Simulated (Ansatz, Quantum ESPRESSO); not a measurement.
**SrLiH3 (Pm-3m): third-order response**

Wanted: vibrational spectra of SrLiH3 (Pm-3m) from linear and non-linear response.

Calculated with Quantum ESPRESSO 8.0 development, patched; DFT LDA, scalar-relativistic, plane waves, PseudoDojo norm-conserving pseudopotentials.

This is a report of a sequence of runs, with most program output left out.

### 1. The starting structure

It takes space group Pm-3m (No. 221, cubic). Conventional cell: a = 4.631 Å, b = 4.631 Å, c = 4.631 Å, α = 90.00°, β = 90.00°, γ = 90.00°. Li has 12 H at 3.27 Å nearest. Sr has 6 H at 2.32 Å nearest. Nearest to H lie 2 Sr at 2.32 Å. Farther neighbours are not listed.

### 2. A probe with smearing

Before anything dear is run, a loose run with smearing shows whether this is a metal and how far the cell is from rest.

probe.in reads:

```
&CONTROL
  calculation = 'scf'
  prefix      = 'x'
  outdir      = './tmp'
  pseudo_dir  = './pseudo'
  tprnfor     = .true.
  tstress     = .true.
  verbosity   = 'high'
/
&SYSTEM
  ibrav       = 1
  celldm(1)   = 8.75092673
  nat         = 5
  ntyp        = 3
  ecutwfc     = 66.0
  occupations = 'smearing'
  smearing    = 'gaussian'
  degauss     = 0.01
/
&ELECTRONS
  conv_thr         = 1.0d-07
  mixing_beta      = 0.7
  electron_maxstep = 100
/
ATOMIC_SPECIES
 Li      6.9400  Li.upf
 Sr     87.6200  Sr.upf
 H       1.0080  H.upf
ATOMIC_POSITIONS crystal
 Li     0.000000000   0.000000000   0.000000000
 Sr     0.500000000   0.500000000   0.500000000
 H      0.000000000   0.500000000   0.500000000
 H      0.500000000   0.000000000   0.500000000
 H      0.500000000   0.500000000   0.000000000
K_POINTS automatic
 4 4 4 0 0 0
```

Command:

```console
$ OMP_NUM_THREADS=1 mpirun -n 4 pw.x -nk 4 -in probe.in > probe.out
```

Wall time 3.2 s (4 MPI ranks of Arm Neoverse V2, shared host).

Numbers from this step:

| Quantity | Value |
| --- | --- |
| volume per atom | 19.86 Å³ |
| pressure | -1.335 GPa |
| gap on the k-mesh | 1.637 eV |

A gap of 1.6 eV opens on this mesh, so the crystal is taken as an insulator; the start stands at -1.3 GPa.

### 3. Relaxing the cell and atoms

The harmonic expansion starts where the forces on the atoms vanish, and stress shifts the frequencies, so cell and atoms are relaxed with tight thresholds.

relax.in reads:

```
&CONTROL
  calculation   = 'vc-relax'
  prefix        = 'x'
  outdir        = './tmp'
  pseudo_dir    = './pseudo'
  tprnfor       = .true.
  tstress       = .true.
  forc_conv_thr = 2.0d-05
  etot_conv_thr = 1.0d-07
  nstep         = 40
/
&SYSTEM
  ibrav       = 1
  celldm(1)   = 8.75092673
  nat         = 5
  ntyp        = 3
  ecutwfc     = 66.0
  occupations = 'fixed'
  nbnd        = 10
/
&ELECTRONS
  conv_thr         = 1.0d-11
  mixing_beta      = 0.7
  electron_maxstep = 100
/
&IONS
/
&CELL
  press_conv_thr = 0.2
/
ATOMIC_SPECIES
 Li      6.9400  Li.upf
 Sr     87.6200  Sr.upf
 H       1.0080  H.upf
ATOMIC_POSITIONS crystal
 Li     0.000000000   0.000000000   0.000000000
 Sr     0.500000000   0.500000000   0.500000000
 H      0.000000000   0.500000000   0.500000000
 H      0.500000000   0.000000000   0.500000000
 H      0.500000000   0.500000000   0.000000000
K_POINTS automatic
 6 6 6 0 0 0
```

Command:

```console
$ OMP_NUM_THREADS=1 mpirun -n 4 pw.x -nk 4 -in relax.in > relax.out
```

Elapsed: 25 s, on 4 MPI ranks.

Relaxation path:

| step | energy less that of the first step (eV) | largest force (eV/Å) | pressure (GPa) | volume (Å³) |
| --- | --- | --- | --- | --- |
| 1 | 0.0000 | 0.0000 | -1.33 | 99.30 |
| 2 | -0.0053 | 0.0000 | -1.19 | 98.63 |
| 3 | -0.0121 | 0.0000 | -0.98 | 97.63 |
| 4 | -0.0196 | 0.0000 | -0.64 | 96.14 |
| 5 | -0.0247 | 0.0000 | -0.10 | 93.93 |
| 6 | -0.0248 | 0.0000 | 0.00 | 93.55 |
| 7 | -0.0248 | 0.0000 | 0.00 | 93.56 |
| 8 | -0.0222 | 0.0000 | -0.05 | 93.56 |

| conventional cell, symmetrised | before | after | change |
| --- | --- | --- | --- |
| a (Å) | 4.631 | 4.540 | -2.0 % |
| b (Å) | 4.631 | 4.540 | -2.0 % |
| c (Å) | 4.631 | 4.540 | -2.0 % |
| volume (Å³/atom) | 19.86 | 18.71 | -5.8 % |

Final coordinates:

```
CELL_PARAMETERS angstrom
4.53976 0.00000 0.00000
0.00000 4.53976 0.00000
0.00000 0.00000 4.53976
ATOMIC_POSITIONS crystal
Li 0.00000 0.00000 0.00000
Sr 0.50000 0.50000 0.50000
H 0.00000 0.50000 0.50000
H 0.50000 0.00000 0.50000
H 0.50000 0.50000 0.00000
```

The last row of the table of steps is pw.x's closing run on a basis chosen anew for the final cell, so its energy can jump.

Numbers from this step:

* volume per atom: 18.71 Å³
* pressure: -0.04900 GPa
* gap on the k-mesh: 1.531 eV

The volume changes by -5.8 % from the cell with which this run began.

### 4. Self-consistent run for the response

Perturbation theory inherits every error of the wavefunctions, so the threshold is set near the limit of the arithmetic. With a gap, occupations are fixed, which also allows the response to an electric field.

scf.in reads:

```
&CONTROL
  calculation = 'scf'
  prefix      = 'x'
  outdir      = './tmp'
  pseudo_dir  = './pseudo'
  tprnfor     = .true.
  tstress     = .true.
/
&SYSTEM
  ibrav       = 1
  celldm(1)   = 8.57889689
  nat         = 5
  ntyp        = 3
  ecutwfc     = 66.0
  occupations = 'fixed'
  nbnd        = 10
/
&ELECTRONS
  conv_thr         = 1.0d-12
  mixing_beta      = 0.7
  electron_maxstep = 100
/
ATOMIC_SPECIES
 Li      6.9400  Li.upf
 Sr     87.6200  Sr.upf
 H       1.0080  H.upf
ATOMIC_POSITIONS crystal
 Li     0.000000000   0.000000000   0.000000000
 Sr     0.500000000   0.500000000   0.500000000
 H      0.000000000   0.500000000   0.500000000
 H      0.500000000   0.000000000   0.500000000
 H      0.500000000   0.500000000   0.000000000
K_POINTS automatic
 6 6 6 0 0 0
```

Command:

```console
$ OMP_NUM_THREADS=1 mpirun -n 4 pw.x -nk 4 -in scf.in > scf.out
```

The job ended after 5.1 s (4 MPI ranks; 20 s of CPU time).

The cell stands at -0.049 GPa, close enough for phonons.

### 5. Linear response at Γ

At q = 0 one unit cell holds all displacements; symmetry groups them into irreducible representations that are solved one by one. The response to a field gives ε∞ and the Born charges, which polar modes need. Third-order response adds the Raman tensors.

ph.in reads:

```
phonons
&INPUTPH
  prefix = 'x'
  outdir = './tmp'
  fildyn = 'g.dyn'
  tr2_ph = 1.0d-18
  epsil  = .true.
  lraman = .true.
  elop   = .true.
/
0.000000000000 0.000000000000 0.000000000000
```

Command:

```console
$ OMP_NUM_THREADS=1 mpirun -n 4 ph.x -nk 4 -in ph.in > ph.out
```

It took 5.4 min on 4 MPI ranks; 21 min of CPU time.

Read from the output:

* miss of the charge sum rule: 6.10e-4 e
* largest acoustic frequency at the zone centre before the sum rule: -0.76 cm⁻¹
* highest optical zone-centre mode (no LO-TO term): 1338 cm⁻¹
* lowest optical zone-centre mode: -450.1 cm⁻¹
* mean high-frequency dielectric constant: 4.036
* largest Born charge in size (third of the trace): 1.594 e

Born charge (rows field, columns displacement), before the sum rule (e), principal values of the symmetric part by kind of site:

| atom | atoms with these values | low | middle | high | mean |
| --- | --- | --- | --- | --- | --- |
| Li1 | 1 | 1.43 | 1.43 | 1.43 | 1.43 |
| Sr2 | 1 | 1.59 | 1.59 | 1.59 | 1.59 |
| H3 | 3 | -1.04 | -1.04 | -0.94 | -1.01 |

In full for Li1:

```
1.43 0.00 0.00
0.00 1.43 0.00
0.00 0.00 1.43
```

High-frequency dielectric tensor:

```
4.04 0.00 0.00
0.00 4.04 0.00
0.00 0.00 4.04
```

The acoustic modes at Γ come out as far as 0.8 cm⁻¹ from zero, where they should vanish, a small numerical error; the Born charges miss their sum rule by 6.1e-4 e, which is good. The lowest optical mode is imaginary, 450i cm⁻¹, an instability at this level and on this k mesh.

### 6. Zone-centre analysis

A rigid shift of the crystal must cost nothing, but grids and finite bases break this; the acoustic sum rule is imposed before the matrix is diagonalised again. With Born charges the intensities follow; a static dielectric tensor has no meaning with imaginary modes.

dynmat.in reads:

```
&INPUT
  fildyn = 'g.dyn'
  asr    = 'simple'
  fileig = 'dynmat.eig'
  lperm  = .true.
/
```

Command:

```console
$ dynmat.x -in dynmat.in > dynmat.out
```

Wall time 0.51 s (1 thread).

This step gave:

| Item | Value |
| --- | --- |
| lowest optical zone-centre mode | -450.0 cm⁻¹ |

Unit eigenvectors of the mass-weighted matrix after the sum rule; no LO-TO term. Modes at Γ, with each element's share of the kinetic energy (negative means imaginary):

| mode | frequency (cm⁻¹) | Li % | Sr % | H % |
| --- | --- | --- | --- | --- |
| 1 | -450.0 | 0 | 0 | 100 |
| 2 | -450.0 | 0 | 0 | 100 |
| 3 | -450.0 | 0 | 0 | 100 |
| 4 | -445.7 | 29 | 0 | 71 |
| 5 | -445.7 | 29 | 0 | 71 |
| 6 | -445.7 | 29 | 0 | 71 |
| 7 | 0.0 | 7 | 90 | 3 |
| 8 | 0.0 | 7 | 90 | 3 |
| 9 | 0.0 | 7 | 90 | 3 |
| 10 | 230.8 | 64 | 9 | 27 |
| 11 | 230.8 | 64 | 9 | 27 |
| 12 | 230.8 | 64 | 9 | 27 |
| 13 | 1337.5 | 0 | 1 | 99 |
| 14 | 1337.5 | 0 | 1 | 99 |
| 15 | 1337.5 | 0 | 1 | 99 |

Displacements in mode 3 (-450.0 cm⁻¹), the largest set to 1:
```
Li1  0.00  0.00  0.00
Sr2  0.00  0.00  0.00
H3   0.00  0.24 -0.04
H4   1.00  0.00  0.04
H5  -1.00 -0.24  0.00
```

Displacements in mode 13 (1337.5 cm⁻¹), the largest set to 1:
```
Li1  0.00  0.00  0.00
Sr2 -0.01  0.00  0.00
H3   1.00  0.00  0.00
H4  -0.02 -0.01  0.00
H5  -0.02  0.00  0.00
```

Degenerate modes summed, no LO-TO term; imaginary modes left out. Lines of the infrared spectrum (strongest = 100):

| position (cm⁻¹) | lines merged | IR intensity, relative |
| --- | --- | --- |
| 231 | 3 | 16 |
| 1338 | 3 | 100 |

The rule moves no optical mode by more than 0.1 cm⁻¹.

### 7. Sum rules set otherwise (asr crystal)

The rule can be imposed in more than one way; the choices should agree where the raw error is small.

dynmat.in reads:

```
&INPUT
  fildyn = 'g.dyn'
  asr    = 'crystal'
  fileig = 'dynmat.eig'
  lperm  = .true.
/
```

Command:

```console
$ dynmat.x -in dynmat.in > dynmat.out
```

Wall time 0.46 s (1 thread).

This step gave:

```
lowest optical zone-centre mode : -450.1 cm⁻¹
```

Zone-centre frequencies as printed; negative means imaginary. Modes:

| mode | frequency (cm⁻¹) |
| --- | --- |
| 1 | -450.1 |
| 2 | -450.1 |
| 3 | -450.1 |
| 4 | -445.8 |
| 5 | -445.8 |
| 6 | -445.8 |
| 7 | 0 |
| 8 | 0 |
| 9 | 0 |
| 10 | 230.8 |
| 11 | 230.8 |
| 12 | 230.8 |
| 13 | 1338 |
| 14 | 1338 |
| 15 | 1338 |

Against the first rule no mode moves by more than 0.1 cm⁻¹.

### 8. Sum rules set otherwise (asr no)

Without the rule the raw error of the acoustic modes shows.

dynmat.in reads:

```
&INPUT
  fildyn = 'g.dyn'
  asr    = 'no'
  fileig = 'dynmat.eig'
  lperm  = .true.
/
```

Command:

```console
$ dynmat.x -in dynmat.in > dynmat.out
```

Wall time 0.46 s (1 thread).

Zone-centre frequencies as printed; negative means imaginary. Modes:

| mode | frequency (cm⁻¹) |
| --- | --- |
| 1 | -450.1 |
| 2 | -450.1 |
| 3 | -450.1 |
| 4 | -445.8 |
| 5 | -445.8 |
| 6 | -445.8 |
| 7 | -0.76 |
| 8 | -0.76 |
| 9 | -0.76 |
| 10 | 230.7 |
| 11 | 230.7 |
| 12 | 230.7 |
| 13 | 1338 |
| 14 | 1338 |
| 15 | 1338 |

Against the first rule no mode moves by more than 0.8 cm⁻¹.

### 9. Modes along a direction of q (1 0 0)

A longitudinal polar mode sets up a macroscopic field that stiffens it; the term hangs on the direction from which q goes to zero.

dynmat.in reads:

```
&INPUT
  fildyn = 'g.dyn'
  asr    = 'simple'
  fileig = 'dynmat.eig'
  q(1)   = 1.0
  q(2)   = 0.0
  q(3)   = 0.0
/
```

Command:

```console
$ dynmat.x -in dynmat.in > dynmat.out
```

The job ended after 0.46 s (1 thread).

This step gave:

```
highest mode moved by the LO-TO term : 1385 cm⁻¹
```

Zone-centre frequencies as printed; negative means imaginary. Modes:

| mode | frequency (cm⁻¹) |
| --- | --- |
| 1 | -450 |
| 2 | -450 |
| 3 | -450 |
| 4 | -445.7 |
| 5 | -445.7 |
| 6 | 0 |
| 7 | 0 |
| 8 | 0 |
| 9 | 109.5 |
| 10 | 230.8 |
| 11 | 230.8 |
| 12 | 390.2 |
| 13 | 1338 |
| 14 | 1338 |
| 15 | 1385 |

The field moves 3 modes; the highest of them now lies at 1385 cm⁻¹, where the highest that moved away lay at 1338.

### 10. The same in Ansatz

A second program on the same cell, potentials, cutoff and meshes tests the implementation of the phonon response, not its convergence. Its field response is summed in its own way. Its k mesh is centred on Γ.

This step: DFT LDA, scalar-relativistic, plane waves, PseudoDojo norm-conserving pseudopotentials (Ansatz 0.2.0).

input.yaml reads:

```yaml
crystal:
  lattice:
    - [4.5397567292, 0.0, 0.0]
    - [0.0, 4.5397567292, 0.0]
    - [0.0, 0.0, 4.5397567292]
  atoms:
    - { symbol: Li, position: [0.0, 0.0, 0.0] }
    - { symbol: Sr, position: [0.5, 0.5, 0.5] }
    - { symbol: H, position: [0.0, 0.5, 0.5] }
    - { symbol: H, position: [0.5, 0.0, 0.5] }
    - { symbol: H, position: [0.5, 0.5, 0.0] }
kpoints:
  mp_grid: { grid: [6, 6, 6] }
hamiltonian:
  xc: lda
  pseudopotentials: { kind: nc, accuracy: standard }
scf:
  occupations: { method: fixed }
output:
  eigenvalues: true
basis:
  ecutwfc: 897.976
phonons:
  method: dfpt
  dielectric: true
  rigid_motions: translations
  raman: true
```

Command:

```console
$ ansatz run input.yaml --threads 4 --pin off --max-ram 8192MiB --backend cpu --events-out ev --progress --plain --runs-dir out
```

Run time: 71 s. Hardware: 4 threads; peak memory 1.4 GiB; 4.6 min of CPU time.

Read from the output:

| Quantity | Value |
| --- | --- |
| sum-rule residual before enforcement | 2.11e-4 eV/Å² |
| miss of the charge sum rule | 5.35e-4 e |
| estimated error of the dielectric tensor | 0.009757 |
| estimated error of the Born charges | 0.01068 e |
| lowest optical zone-centre mode | -450.0 cm⁻¹ |
| mean high-frequency dielectric constant | 4.027 |
| largest Born charge in size (third of the trace) | 1.591 e |

Transverse modes; imaginary modes left out. Infrared lines, with heights relative to the strongest:

| position (cm⁻¹) | label | IR intensity ((D/Å)²/amu), degenerate modes summed, relative |
| --- | --- | --- |
| 231 | T1u | 16 |
| 1338 | T1u | 100 |

### 11. The two compared: QE PseudoDojo and Ansatz, PseudoDojo

Worked out from the results:

- root-mean-square difference: 0.04 cm⁻¹
- largest difference: 0.07 cm⁻¹

The two runs side by side. Further quantities:

| quantity | QE PseudoDojo | Ansatz, PseudoDojo |
| --- | --- | --- |
| mean ε∞ | 4.036 | 4.027 |
| largest Born charge in size (e; the first before, the second after the charge sum rule) | 1.594 | 1.591 |
| summed IR intensity ((D/Å)²/amu) | 232.9 | 232.3 |

At the zone centre the largest difference (acoustic modes at Γ apart) is 0.005 % of the highest mode.

### 12. Outcome

- space group after relaxation: Pm-3m
- volume per atom: 18.7 Å³
- gap on the k-mesh: 1.53 eV
- highest optical zone-centre mode (no LO-TO term): 1338 cm⁻¹
- lowest optical zone-centre mode: -450.0 cm⁻¹
- highest mode moved by the LO-TO term: 1385 cm⁻¹
- mean high-frequency dielectric constant: 4.04
- largest Born charge in size (third of the trace): 1.59 e
- imaginary optical modes at the zone centre (no q mesh in this session): yes
- largest difference from Ansatz, PseudoDojo: 0.07 cm⁻¹

No mode is Raman active in this structure; the strongest infrared line lies at 1338 cm⁻¹. At the LDA level the optical modes of SrLiH3 (Pm-3m) at the zone centre (no LO-TO term) run from 450i to 1338 cm⁻¹, so the structure is a saddle point, with 6 modes beyond 10i cm⁻¹ there. Along the directions run, the highest mode that the macroscopic field moves lies at 1385 cm⁻¹. Of the 12 optical modes, 3 are silent and 9 are infrared active alone. QE PseudoDojo and Ansatz, PseudoDojo agree to 0.07 cm⁻¹ (0.005 % of the highest mode compared) on all solved modes but the acoustic ones at Γ, without the LO-TO term. These are harmonic frequencies at zero temperature: anharmonic shifts and linewidths and thermal expansion are left out. The relaxation ran at 66 Ry, under the 74 Ry recommended for these files; the stress of so short a basis can leave the cell about one per cent too small. Ansatz warns that the cutoff lies 11 % under the one recommended for these files; agreement at one cutoff is not convergence. The build is a development version in which the Raman tensors of release 7.5 are mended; dynmat.x leaves out the electro-optic term of LO lines. The structure comes from a database and need not be the phase that is stable at ambient conditions.

[Host names and launcher messages were left out of these logs when they were recorded.]

[Logs are printed without paths, hosts, clocks, repeated set-up lines and the standing remarks that a program may print on its own settings, such as how far it seeks lower states.]

[Hosts, paths, dates, database ids (printed as entryN), source tags and the programs' standing remarks are cut or masked in the printed files.]
